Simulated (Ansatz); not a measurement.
# Potential energy on cooling a melt of Ba6Si9B20O54 (178 atoms)

Calculated with Ansatz 0.2.0: Kohn-Sham DFT, PBE, PAW (set soft_2), plane waves; cutoff 420 eV, Γ point, fermi-dirac smearing of 0.181 eV. A melt made by DFT dynamics from a random start is cooled at fixed volume, with the thermostat ramped from 2100 to 300 K at 1304 K/ps; the atoms lag behind it. The run is cut into twelve blocks of equal length; the table gives means over the six coldest, with energies counted from the coldest.

| mean temperature (K) | potential energy (meV/atom) |
| --- | --- |
| 502 | 0 |
| 635 | 18.66 |
| 804 | ? |
| 985 | 72.84 |
| 1115 | 97.40 |
| 1303 | 119.2 |

Task: Fit a straight line to the rows given and interpolate to the withheld row.

Worked fit:

For a solid that vibrates harmonically, the potential energy per atom rises as (3/2) k_B T, a line in u = T with slope 0.1293 meV/K.

```
u = T (K)  v (meV/atom)
  501.939             0
  634.639       18.6638
  984.666       72.8355
  1114.65       97.3957
  1303.37       119.162
```

With n = 5: mean u = 907.853, mean v = 61.6115, Σ(u − ū)² = 444511.03, Σ(u − ū)(v − v̄) = 67767.43. Slope b = 67767.43 / 444511.03 = 0.15245; intercept a = v̄ − b ū = -76.794.

At T = 804.3 K, v = a + b u.

Prediction at 804: 45.82 meV/atom. The run gave 45.04 meV/atom, so the fit is high by 0.78 meV/atom (1.7 % of the value).

The slope, 0.152 meV/K, is 1.2 times the harmonic value, close to that of a harmonic solid. Over the five hottest of the twelve blocks the slope is 0.185 meV/K. Among the rows given, the largest miss of the fit is at 1115, by 4.3 meV/atom (3.6 % of the range of the table).

Limits: At this rate the structure lags behind the temperature, and block means over so few atoms scatter. Classical nuclei: no zero-point motion.

[Logs are printed without paths, hosts, clocks, repeated set-up lines and the standing remarks that a program may print on its own settings, such as how far it seeks lower states.]

[Hosts, paths, dates, database ids (printed as entryN), source tags and the programs' standing remarks are cut or masked in the printed files.]
